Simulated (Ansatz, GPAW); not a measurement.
# A 9-layer slab of Pb(100): work function by functional and basis, part 2 of 3

How far do functional and basis move the work function of a 9-layer slab of Pb(100)?

GPAW 26.7.0 and Ansatz 0.2.0; Ansatz plane waves; slab in vacuum with a dipole correction, relaxation (the session's first sound run).

So far, upper work function (eV): step 2 (relaxation) 3.80.

## Step 3: The slab's potential

The work function is the vacuum plateau of the electrostatic potential less the Fermi level; a dipole layer lets the two faces have plateaus of their own.

This step: GPAW, PAW setups; slab in vacuum (GPAW 26.7.0).

Input file run.py:

```python
import json
import numpy as np
from ase import Atoms
from gpaw import GPAW, PW

slab = Atoms(
    ['Pb', 'Pb', 'Pb', 'Pb', 'Pb', 'Pb', 'Pb', 'Pb', 'Pb'],
    positions=[
        [0.00000, 0.00000, 8.00000],
        [1.75009, 1.75009, 10.47500],
        [0.00000, 0.00000, 12.95000],
        [1.75009, 1.75009, 15.42500],
        [-0.00000, 0.00000, 18.00014],
        [1.75009, 1.75009, 20.56507],
        [0.00000, 0.00000, 23.09418],
        [1.75009, 1.75009, 25.77323],
        [0.00000, 0.00000, 28.17095]],
    cell=[[3.50018, 0.0, 0.0], [0.0, 3.50018, 0.0], [0.0, 0.0, 35.8]],
    pbc=[True, True, False])

slab.calc = GPAW(mode=PW(400), xc='PBE', kpts={'size': (9, 9, 1), 'gamma': True},
                 occupations={'name': 'fermi-dirac', 'width': 0.1}, nbands='140%',
                 convergence={'density': 1e-05}, maxiter=200,
                 poissonsolver={'dipolelayer': 'xy'},
                 symmetry={'tolerance': 1e-3}, txt='slab.txt')
result = {}
energy = slab.get_potential_energy()
fermi = slab.calc.get_fermi_level()
v = slab.calc.get_electrostatic_potential().mean((0, 1)) - fermi
n = slab.calc.get_pseudo_density().mean((0, 1))
L = slab.cell[2, 2]
z = np.arange(len(v)) * L / len(v)
low, high = slab.positions[:, 2].min(), slab.positions[:, 2].max()
below, above = np.interp([low - 5.8, high + 5.8], z, v)
slopes = [np.interp(x, z, np.gradient(v, z)) for x in (low - 5.8, high + 5.8)]
eps = np.array([[slab.calc.get_eigenvalues(k, s) for k in range(len(slab.calc.get_ibz_k_points()))]
                for s in range(slab.calc.get_number_of_spins())]) - fermi
top, bottom = eps[eps < 0].max(), eps[eps > 0].min()
dipole = slab.get_dipole_moment()[2]
print(f'energy {energy:.4f} eV, Fermi level {fermi:.4f} eV, dipole {dipole:.5f} e A')
print(f'potential 5.8 A off the faces, from the Fermi level: lower {below:.4f} eV, upper {above:.4f} eV')
print(f'slope of the potential there: lower {slopes[0]:.5f}, upper {slopes[1]:.5f} eV/A')
print(f'nearest levels on the mesh: {top:.4f} and {bottom:.4f} eV')
print('magnetic moment', round(slab.get_magnetic_moment(), 3))
result.update(energy=energy, fermi=fermi, dipole=dipole, below=below, above=above, slopes=slopes, edges=[top, bottom],
              z=z.tolist(), v=v.tolist(), n=n.tolist(), positions=slab.positions.tolist(),
              forces=slab.get_forces(apply_constraint=False).tolist(), moments=slab.get_magnetic_moments().tolist())
json.dump(result, open('result.json', 'w'))
```

Started as:

```bash
OMP_NUM_THREADS=1 OPENBLAS_NUM_THREADS=1 python run.py
```

Output:

```text
energy -33.0762 eV, Fermi level 3.3134 eV, dipole -0.00166 e A
potential 5.8 A off the faces, from the Fermi level: lower 3.7945 eV, upper 3.8215 eV
slope of the potential there: lower -0.00022, upper 0.00015 eV/A
nearest levels on the mesh: -0.0056 and 0.0624 eV
magnetic moment 0.0
```

It took 4.7 min on 1 thread of AMD EPYC 7R13 (Zen 3), shared host; peak memory 0.44 GiB.

This step gave:

```yaml
dipole_along_the_normal: -0.001661 e·Å
levels_nearest_the_fermi_level_on_the_mesh: -0.005569, 0.06237 eV from the Fermi level
upper_work_function: 3.821 eV
lower_work_function: 3.794 eV
```

The electrostatic potential energy of an electron (without an applied field's), less the Fermi level, planar mean oscillates, so the rows of the table below give means over windows of 2.56 Å about each position, cut where the curve ends. Its maxima inside the range that stand out by 2 % of the span (Å: eV): 9.3: -0.0307, 11.7: -0.0950, 14.2: -0.0604, 16.7: 0.434, 19.2: 0.275, 21.8: 0.213, 24.4: 0.835, 27.0: -0.423. Its minima: 8.0: -18.5, 10.5: -18.2, 13.0: -18.4, 15.4: -18.5, 18.0: -18.4, 20.6: -18.5, 23.1: -18.5, 25.8: -18.5, 28.1: -18.4.

Electrostatic potential energy of an electron (without an applied field's), less the Fermi level, planar mean against z; means over each step:

```
z (Å)  electrostatic potential energy of an electron (without an applied field's), less the Fermi level, planar mean (eV)
 1.28                                                                                                                3.80
 3.84                                                                                                                3.79
 6.40                                                                                                               0.708
 8.96                                                                                                               -7.82
11.52                                                                                                               -7.93
14.08                                                                                                               -7.98
16.64                                                                                                               -7.09
19.20                                                                                                               -7.15
21.76                                                                                                               -7.52
24.32                                                                                                               -6.26
26.88                                                                                                               -8.56
29.44                                                                                                               -1.88
32.00                                                                                                                3.80
34.56                                                                                                                3.82
```

The pseudo valence density, planar mean oscillates, so the rows of the table below give means over windows of 2.45 Å about each position, cut where the curve ends. Its maxima inside the range that stand out by 2 % of the span (Å: e/Å³): 8.1: 1.00, 10.4: 1.04, 13.0: 1.03, 15.3: 1.01, 17.9: 0.998, 20.7: 0.992, 23.0: 1.01, 25.8: 1.04, 28.1: 1.04. Its minima: 9.2: 0.147, 11.7: 0.143, 14.3: 0.148, 16.6: 0.130, 19.2: 0.133, 21.7: 0.139, 24.5: 0.113, 27.1: 0.163.

Pseudo valence density, planar mean against z; means over each step:

```
z (Å)  pseudo valence density, planar mean (e/Å³)
 1.23                                           0
 3.68                                      1.4e-4
 6.12                                      0.0538
 8.58                                       0.459
11.03                                       0.465
13.47                                       0.462
15.93                                       0.455
18.38                                       0.456
20.83                                       0.461
23.28                                       0.456
25.73                                       0.462
28.18                                       0.456
30.63                                      0.0119
33.08                                      3.9e-5
```

Force by atom:

| atom | x (eV/Å) | y (eV/Å) | z (eV/Å) | size |
| --- | --- | --- | --- | --- |
| Pb1 | 0.000 | 0.000 | 0.112 | 0.112 |
| Pb2 | 0.000 | 0.000 | -0.333 | 0.333 |
| Pb3 | 0.000 | 0.000 | 0.134 | 0.134 |
| Pb4 | 0.000 | 0.000 | 0.099 | 0.099 |
| Pb5 | 0.000 | 0.000 | 0.005 | 0.005 |
| Pb6 | 0.000 | 0.000 | 0.011 | 0.011 |
| Pb7 | 0.000 | 0.000 | -0.004 | 0.004 |
| Pb8 | 0.000 | 0.000 | 0.018 | 0.018 |
| Pb9 | 0.000 | 0.000 | -0.037 | 0.037 |

The potential is flat to 2.2e-4 eV/Å where it is read, so the vacuum is wide enough. The geometry is the other program's minimum; here the largest force on a free atom is 0.037 eV/Å.

## Step 4: Self-consistent run: xc = "RPBE"

The same geometry under RPBE, to see how far the functional moves the levels against the vacuum.

run.py, as its differences from that of step 3:

```diff
@@ -20,3 +20,3 @@
 
-slab.calc = GPAW(mode=PW(400), xc='PBE', kpts={'size': (9, 9, 1), 'gamma': True},
+slab.calc = GPAW(mode=PW(400), xc='RPBE', kpts={'size': (9, 9, 1), 'gamma': True},
                  occupations={'name': 'fermi-dirac', 'width': 0.1}, nbands='140%',
```

Output:

```text
energy -29.6861 eV, Fermi level 3.4497 eV, dipole -0.00163 e A
potential 5.8 A off the faces, from the Fermi level: lower 3.6474 eV, upper 3.6739 eV
slope of the potential there: lower -0.00026, upper 0.00018 eV/A
nearest levels on the mesh: -0.0060 and 0.0008 eV
magnetic moment 0.0
```

The job ended after 6.7 min (1 thread; peak memory 0.44 GiB).

Numbers from this step:

```
dipole along the normal                    : -0.001629 e·Å
levels nearest the Fermi level on the mesh : -0.006036, 8.44e-4 eV from the Fermi level
upper work function                        : 3.674 eV
lower work function                        : 3.647 eV
```

The electrostatic potential energy of an electron (without an applied field's), less the Fermi level, planar mean oscillates, so the rows of the table below give means over windows of 2.56 Å about each position, cut where the curve ends. Its maxima inside the range that stand out by 2 % of the span (Å: eV): 9.3: -0.163, 11.7: -0.232, 14.2: -0.195, 16.7: 0.298, 19.2: 0.138, 21.8: 0.0769, 24.4: 0.695, 27.0: -0.555. Its minima: 8.0: -18.6, 10.5: -18.3, 13.0: -18.6, 15.4: -18.6, 18.0: -18.6, 20.6: -18.6, 23.1: -18.6, 25.8: -18.6, 28.1: -18.5.

The electrostatic potential energy of an electron (without an applied field's), less the Fermi level, planar mean by z; means over each step:

| z (Å) | electrostatic potential energy of an electron (without an applied field's), less the Fermi level, planar mean (eV) |
| --- | --- |
| 1.28 | 3.65 |
| 3.84 | 3.64 |
| 6.40 | 0.560 |
| 8.96 | -7.95 |
| 11.52 | -8.05 |
| 14.08 | -8.11 |
| 16.64 | -7.22 |
| 19.20 | -7.28 |
| 21.76 | -7.65 |
| 24.32 | -6.40 |
| 26.88 | -8.69 |
| 29.44 | -2.02 |
| 32.00 | 3.66 |
| 34.56 | 3.67 |

The pseudo valence density, planar mean oscillates, so the rows of the table below give means over windows of 2.45 Å about each position, cut where the curve ends. Its maxima inside the range that stand out by 2 % of the span (Å: e/Å³): 8.1: 1.00, 10.4: 1.04, 13.0: 1.03, 15.3: 1.01, 17.9: 0.998, 20.7: 0.993, 23.0: 1.01, 25.8: 1.04, 28.1: 1.04. Its minima: 9.2: 0.147, 11.7: 0.143, 14.3: 0.148, 16.6: 0.130, 19.2: 0.133, 21.7: 0.139, 24.5: 0.113, 27.1: 0.163.

Table of pseudo valence density, planar mean by z; means over each step:

z (Å), pseudo valence density, planar mean (e/Å³) and a bar:
```
     1.23       0.00 
     3.68       0.00 
     6.12       0.05 ###
     8.58       0.46 ##############################
    11.03       0.46 ##############################
    13.47       0.46 ##############################
    15.93       0.46 #############################
    18.38       0.46 #############################
    20.83       0.46 ##############################
    23.28       0.46 #############################
    25.73       0.46 ##############################
    28.18       0.46 #############################
    30.63       0.01 #
    33.08       0.00
```

Force by atom:

```csv
atom,x (eV/Å),y (eV/Å),z (eV/Å),size
Pb1,0.000,0.000,-0.005,0.005
Pb2,0.000,0.000,-0.342,0.342
Pb3,0.000,0.000,0.136,0.136
Pb4,0.000,0.000,0.105,0.105
Pb5,0.000,0.000,0.001,0.001
Pb6,0.000,0.000,0.008,0.008
Pb7,0.000,0.000,0.006,0.006
Pb8,0.000,0.000,0.003,0.003
Pb9,0.000,0.000,0.088,0.088
```

The upper face's work function is 3.674 eV, against 3.821 eV in the first plane-wave PBE run at this geometry.

## Step 5: Self-consistent run: xc = "revPBE"

The same geometry under revPBE, to see how far the functional moves the levels against the vacuum.

run.py, as its differences from that of step 4:

```diff
@@ -20,3 +20,3 @@
 
-slab.calc = GPAW(mode=PW(400), xc='RPBE', kpts={'size': (9, 9, 1), 'gamma': True},
+slab.calc = GPAW(mode=PW(400), xc='revPBE', kpts={'size': (9, 9, 1), 'gamma': True},
                  occupations={'name': 'fermi-dirac', 'width': 0.1}, nbands='140%',
```

Output:

```text
energy -30.2780 eV, Fermi level 3.4210 eV, dipole -0.00167 e A
potential 5.8 A off the faces, from the Fermi level: lower 3.6606 eV, upper 3.6877 eV
slope of the potential there: lower -0.00025, upper 0.00018 eV/A
nearest levels on the mesh: -0.0068 and 0.0026 eV
magnetic moment 0.0
```

Run time: 5.1 min. Hardware: 1 thread; peak memory 0.44 GiB.

This step gave:

- dipole along the normal: -0.001669 e·Å
- levels nearest the Fermi level on the mesh: -0.006795, 0.002571 eV from the Fermi level
- upper work function: 3.688 eV
- lower work function: 3.661 eV

The upper face's work function is 3.688 eV, against 3.821 eV in the first plane-wave PBE run at this geometry.

## Step 6: Self-consistent run: xc = "vdW-DF2"

The same geometry under vdW-DF2, to see how far the functional moves the levels against the vacuum (the van der Waals functionals take revPBE setups).

run.py, as its differences from that of step 5:

```diff
@@ -20,3 +20,3 @@
 
-slab.calc = GPAW(mode=PW(400), xc='revPBE', kpts={'size': (9, 9, 1), 'gamma': True},
+slab.calc = GPAW(mode=PW(400), xc='vdW-DF2', kpts={'size': (9, 9, 1), 'gamma': True},
                  occupations={'name': 'fermi-dirac', 'width': 0.1}, nbands='140%',
```

Output:

```text
energy -1540.6079 eV, Fermi level 3.2938 eV, dipole -0.00140 e A
potential 5.8 A off the faces, from the Fermi level: lower 4.2090 eV, upper 4.2324 eV
slope of the potential there: lower -0.00103, upper 0.00079 eV/A
nearest levels on the mesh: -0.0021 and 0.0615 eV
magnetic moment 0.0
```

Elapsed: 10 min, on 1 thread; peak memory 0.71 GiB.

This step gave:

```yaml
dipole_along_the_normal: -0.001399 e·Å
levels_nearest_the_fermi_level_on_the_mesh: -0.002138, 0.06151 eV from the Fermi level
upper_work_function: 4.232 eV
lower_work_function: 4.209 eV
```

The upper face's work function is 4.232 eV, against 3.821 eV in the first plane-wave PBE run at this geometry.

## Step 7: Self-consistent run: xc = "LDA"

The same geometry under LDA, to see how far the functional moves the levels against the vacuum.

run.py, as its differences from that of step 6:

```diff
@@ -20,3 +20,3 @@
 
-slab.calc = GPAW(mode=PW(400), xc='vdW-DF2', kpts={'size': (9, 9, 1), 'gamma': True},
+slab.calc = GPAW(mode=PW(400), xc='LDA', kpts={'size': (9, 9, 1), 'gamma': True},
                  occupations={'name': 'fermi-dirac', 'width': 0.1}, nbands='140%',
```

Output:

```text
energy -38.9549 eV, Fermi level 2.9641 eV, dipole -0.00169 e A
potential 5.8 A off the faces, from the Fermi level: lower 4.1043 eV, upper 4.1317 eV
slope of the potential there: lower -0.00019, upper 0.00012 eV/A
nearest levels on the mesh: -0.0149 and 0.0026 eV
magnetic moment 0.0
```

Run time: 6 min. Hardware: 1 thread; peak memory 0.44 GiB.

This step gave:

```yaml
dipole_along_the_normal: -0.001685 e·Å
levels_nearest_the_fermi_level_on_the_mesh: -0.01493, 0.002648 eV from the Fermi level
upper_work_function: 4.132 eV
lower_work_function: 4.104 eV
```

The electrostatic potential energy of an electron (without an applied field's), less the Fermi level, planar mean oscillates, so the rows of the table below give means over windows of 2.56 Å about each position, cut where the curve ends. Its maxima inside the range that stand out by 2 % of the span (Å: eV): 9.3: 0.349, 11.7: 0.293, 14.2: 0.325, 16.7: 0.818, 19.2: 0.659, 21.8: 0.596, 24.4: 1.22, 27.0: -0.0396. Its minima: 8.0: -18.1, 10.5: -17.9, 13.0: -18.1, 15.4: -18.2, 18.0: -18.1, 20.6: -18.2, 23.1: -18.1, 25.8: -18.1, 28.1: -18.1.

Electrostatic potential energy of an electron (without an applied field's), less the Fermi level, planar mean against z; means over each step:

z (Å), electrostatic potential energy of an electron (without an applied field's), less the Fermi level, planar mean (eV) and a bar from the least value:
```
     1.28        4.1 ##############################
     3.84        4.1 ##############################
     6.40        1.0 ######################
     8.96       -7.5 ##
    11.52       -7.6 ##
    14.08       -7.6 #
    16.64       -6.7 ####
    19.20       -6.8 ###
    21.76       -7.2 ###
    24.32       -5.9 ######
    26.88       -8.2 
    29.44       -1.5 ################
    32.00        4.1 ##############################
    34.56        4.1 ##############################
```

The upper face's work function is 4.132 eV, against 3.821 eV in the first plane-wave PBE run at this geometry.

## Step 8: OptPBE vdW: xc = "optPBE-vdW"

The same geometry under optPBE-vdW, to see how far the functional moves the levels against the vacuum (the van der Waals functionals take revPBE setups).

run.py, as its differences from that of step 7:

```diff
@@ -20,3 +20,3 @@
 
-slab.calc = GPAW(mode=PW(400), xc='LDA', kpts={'size': (9, 9, 1), 'gamma': True},
+slab.calc = GPAW(mode=PW(400), xc='optPBE-vdW', kpts={'size': (9, 9, 1), 'gamma': True},
                  occupations={'name': 'fermi-dirac', 'width': 0.1}, nbands='140%',
```

Output:

```text
energy -171.4197 eV, Fermi level 3.2538 eV, dipole -0.00150 e A
potential 5.8 A off the faces, from the Fermi level: lower 4.0099 eV, upper 4.0345 eV
slope of the potential there: lower -0.00032, upper 0.00025 eV/A
nearest levels on the mesh: -0.0023 and 0.0656 eV
magnetic moment 0.0
```

Run time: 10 min. Hardware: 1 thread; peak memory 0.71 GiB.

Numbers from this step:

| Property | Result |
| --- | --- |
| dipole along the normal | -0.001498 e·Å |
| levels nearest the Fermi level on the mesh | -0.002252, 0.06556 eV from the Fermi level |
| upper work function | 4.034 eV |
| lower work function | 4.010 eV |

The upper face's work function is 4.034 eV, against 3.821 eV in the first plane-wave PBE run at this geometry.

## Step 9: Real-space grid: mode = "fd"

A real-space grid is a second complete basis, so it checks the plane-wave result.

run.py, as its differences from that of step 8:

```diff
@@ -3,3 +3,3 @@
 from ase import Atoms
-from gpaw import GPAW, PW
+from gpaw import GPAW
 
@@ -20,3 +20,3 @@
 
-slab.calc = GPAW(mode=PW(400), xc='optPBE-vdW', kpts={'size': (9, 9, 1), 'gamma': True},
+slab.calc = GPAW(mode='fd', h=0.18, xc='PBE', kpts={'size': (9, 9, 1), 'gamma': True},
                  occupations={'name': 'fermi-dirac', 'width': 0.1}, nbands='140%',
```

Output:

```text
energy -33.9962 eV, Fermi level -3.8082 eV, dipole -0.00173 e A
potential 5.8 A off the faces, from the Fermi level: lower 3.7954 eV, upper 3.8209 eV
slope of the potential there: lower -0.00013, upper 0.00011 eV/A
nearest levels on the mesh: -0.0041 and 0.0630 eV
magnetic moment 0.0
```

Wall time 31 min (1 thread); peak memory 2.6 GiB.

This step gave:

```yaml
dipole_along_the_normal: -0.001726 e·Å
levels_nearest_the_fermi_level_on_the_mesh: -0.004118, 0.06299 eV from the Fermi level
upper_work_function: 3.821 eV
lower_work_function: 3.795 eV
```

The electrostatic potential energy of an electron (without an applied field's), less the Fermi level, planar mean oscillates, so the rows of the table below give means over windows of 2.51 Å about each position, cut where the curve ends. Its maxima inside the range that stand out by 2 % of the span (Å: eV): 9.2: -0.0260, 11.7: -0.0949, 14.2: -0.0803, 16.7: 0.432, 19.2: 0.381, 21.8: 0.214, 24.5: 0.772, 27.0: -0.473. Its minima: 8.0: -18.4, 10.5: -18.5, 13.0: -18.5, 15.4: -18.5, 18.1: -18.1, 20.6: -18.5, 23.1: -18.5, 25.8: -18.5, 28.2: -18.5.

The electrostatic potential energy of an electron (without an applied field's), less the Fermi level, planar mean by z; means over each step:

```
z (Å)  electrostatic potential energy of an electron (without an applied field's), less the Fermi level, planar mean (eV)
 1.25                                                                                                                3.80
 3.76                                                                                                                3.79
 6.27                                                                                                                1.55
 8.79                                                                                                               -7.61
11.29                                                                                                               -7.68
13.80                                                                                                               -7.69
16.31                                                                                                               -7.06
18.82                                                                                                               -7.13
21.33                                                                                                               -7.36
23.84                                                                                                               -6.78
26.35                                                                                                               -7.83
28.86                                                                                                               -5.80
31.37                                                                                                                3.75
33.88                                                                                                                3.82
```

The upper face's work function is 3.821 eV, against 3.821 eV in the first plane-wave PBE run at this geometry.

[end of part 2 of 3]

[Logs are printed without paths, hosts, clocks, repeated set-up lines and the standing remarks that a program may print on its own settings, such as how far it seeks lower states.]

[Hosts, paths, dates, database ids (printed as entryN), source tags and the programs' standing remarks are cut or masked in the printed files.]
